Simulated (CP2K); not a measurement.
Two runs for the C K edge of mercaptoethylene. Run A: CP2K XAS_TDP, all-electron GAPW, PBEh(45%), aug-cc-pVTZ, TDA, no relativity. Run B differs in one setting.

First lines with a strength over 0.0015. A:

| atom | energy (eV) | states | strength, one atom |
| --- | --- | --- | --- |
| C1 (bonded to C and 2 H) | 280.69 | 1 | 0.0487 |
|  | 283.60 | 1 | 0.0086 |
|  | 283.94 | 1 | 0.0158 |
|  | 284.79 | 1 | 0.0017 |
|  | 285.23 | 1 | 0.0076 |
| C2 (bonded to C, S and H) | 281.56 | 1 | 0.0568 |
|  | 284.09 | 1 | 0.0311 |
|  | 284.80 | 1 | 0.0166 |
|  | 285.30 | 1 | 0.0022 |
|  | 285.84 | 1 | 0.0020 |

B:

| atom | energy (eV) | states | strength, one atom |
| --- | --- | --- | --- |
| C1 (bonded to C and 2 H) | 285.05 | 1 | 0.0480 |
|  | 287.96 | 1 | 0.0084 |
|  | 288.30 | 1 | 0.0156 |
|  | 289.15 | 1 | 0.0017 |
|  | 289.59 | 1 | 0.0075 |
| C2 (bonded to C, S and H) | 285.69 | 1 | 0.0560 |
|  | 288.23 | 1 | 0.0307 |
|  | 288.93 | 1 | 0.0163 |
|  | 289.43 | 1 | 0.0021 |
|  | 289.98 | 1 | 0.0020 |

Q: Which was it: the basis, the functional, scalar relativity switched on, GW2X switched on?

GW2X switched on. GW2X shifts an atom's lines together and keeps their spacings. Against PBEh(45%) in aug-cc-pVTZ, the leading lines move by +4.36 eV (C1, to 285.05) and +4.13 eV (C2, to 285.69).

[Hosts, paths, dates, database ids (printed as entryN), source tags and the programs' standing remarks are cut or masked in the printed files.]
